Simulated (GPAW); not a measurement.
Consider CaCu2S2 (P-3m1).

```cif
data_structure
_symmetry_space_group_name_H-M 'P 1'
_symmetry_Int_Tables_number 1
_cell_length_a 3.9400
_cell_length_b 3.9400
_cell_length_c 6.5230
_cell_angle_alpha 90.000
_cell_angle_beta 90.000
_cell_angle_gamma 120.000
_cell_volume 87.69
loop_
_atom_site_label
_atom_site_type_symbol
_atom_site_fract_x
_atom_site_fract_y
_atom_site_fract_z
_atom_site_occupancy
Cu1 Cu 0.66667 0.33333 0.62351 1
Cu2 Cu 0.33333 0.66667 0.37649 1
Ca3 Ca 0.00000 0.00000 0.00000 1
S4 S 0.66667 0.33333 0.25370 1
S5 S 0.33333 0.66667 0.74630 1
```

Absorber: atom 4, with 4 Cu at 2.41 Å and 3 Ca at 2.81 Å (7-fold, site symmetry 3m). Method: GPAW, LDA, full core hole (charged cell), 15-atom cell with 6.8 Å between holes, 4×4×4 k points, dipole transitions, Gaussian full width 0.9 eV up to 4 eV, rising linearly to 3.5 eV at 25 eV.

Q: Predict the near-edge structure at the S K edge.

Main maxima up to 24 eV above the zero (height): 3.4 eV (1.75), 5.5 eV (2.06) and 14.4 eV (0.96). A K edge sees empty p states on the absorber. The total-energy difference plus the lowest empty eigenvalue puts the zero at 2474.35 eV. One term is added: -16.82 eV, since the hole is spin-paired here and a spin-polarised one costs that much less in the free atom (computed apart). The photon energy is then 2457.53 eV. The functional and the charged cell's background leave an error in such absolute values: in the free atom LDA prices this hole 9.1 eV below PBE (computed apart), and PBE is itself good to a few eV.

The S K spectrum (energy from the lowest empty level; intensity scaled to a mean of 1 over the first 20 eV; polarised curves are means over the symmetry-equivalent atoms):

```tsv
E (eV)	isotropic	ε ⊥ c	ε ∥ c
-2.00	0.00	0.00	0.00
-1.25	0.00	0.00	0.00
-0.50	0.00	0.00	0.00
0.25	0.05	0.04	0.07
1.00	0.53	0.40	0.79
1.75	1.20	1.34	0.93
2.50	1.47	1.56	1.30
3.25	1.74	1.68	1.87
4.00	1.64	1.77	1.38
4.75	1.65	1.48	2.00
5.50	2.06	1.93	2.32
6.25	1.68	1.70	1.64
7.00	1.26	1.37	1.03
7.75	0.95	1.05	0.75
8.50	0.72	0.78	0.60
9.25	0.70	0.75	0.58
10.00	0.66	0.62	0.74
10.75	0.65	0.54	0.87
11.50	0.72	0.63	0.90
12.25	0.80	0.75	0.88
13.00	0.88	0.87	0.91
13.75	0.94	0.97	0.89
14.50	0.96	1.02	0.83
15.25	0.94	1.00	0.83
16.00	0.90	0.91	0.89
16.75	0.83	0.80	0.91
17.50	0.75	0.72	0.83
18.25	0.70	0.70	0.69
19.00	0.66	0.70	0.59
19.75	0.65	0.70	0.57
20.50	0.66	0.69	0.60
21.25	0.68	0.69	0.68
22.00	0.74	0.72	0.79
22.75	0.83	0.79	0.91
23.50	0.95	0.90	1.04
24.25	1.07	1.04	1.14
25.00	1.17	1.16	1.20
25.75	1.23	1.23	1.21
26.50	1.21	1.24	1.17
27.25	1.15	1.18	1.10
28.00	1.06	1.08	1.02
28.75	0.98	0.99	0.96
```

The mesh is coarse (0.28 Å⁻¹ between points), so small maxima may be mesh ripples. The structure is a published determination, not relaxed.

[Banner, clock and machine lines of the logs are left out without a mark of their own.]

[Logs are printed without paths, hosts, clocks, repeated set-up lines and the standing remarks that a program may print on its own settings, such as how far it seeks lower states.]

[Hosts, paths, dates, database ids (printed as entryN), source tags and the programs' standing remarks are cut or masked in the printed files.]

[Lists of maxima count a maximum above −3 eV only where it reaches 4 % of the highest in the window and stands out from its surroundings by 2 % of it (1.5 % where it reaches 55 %); shoulders and weaker maxima are passed over, and of the rest the first, up to two pre-edge ones and the few strongest are named.]
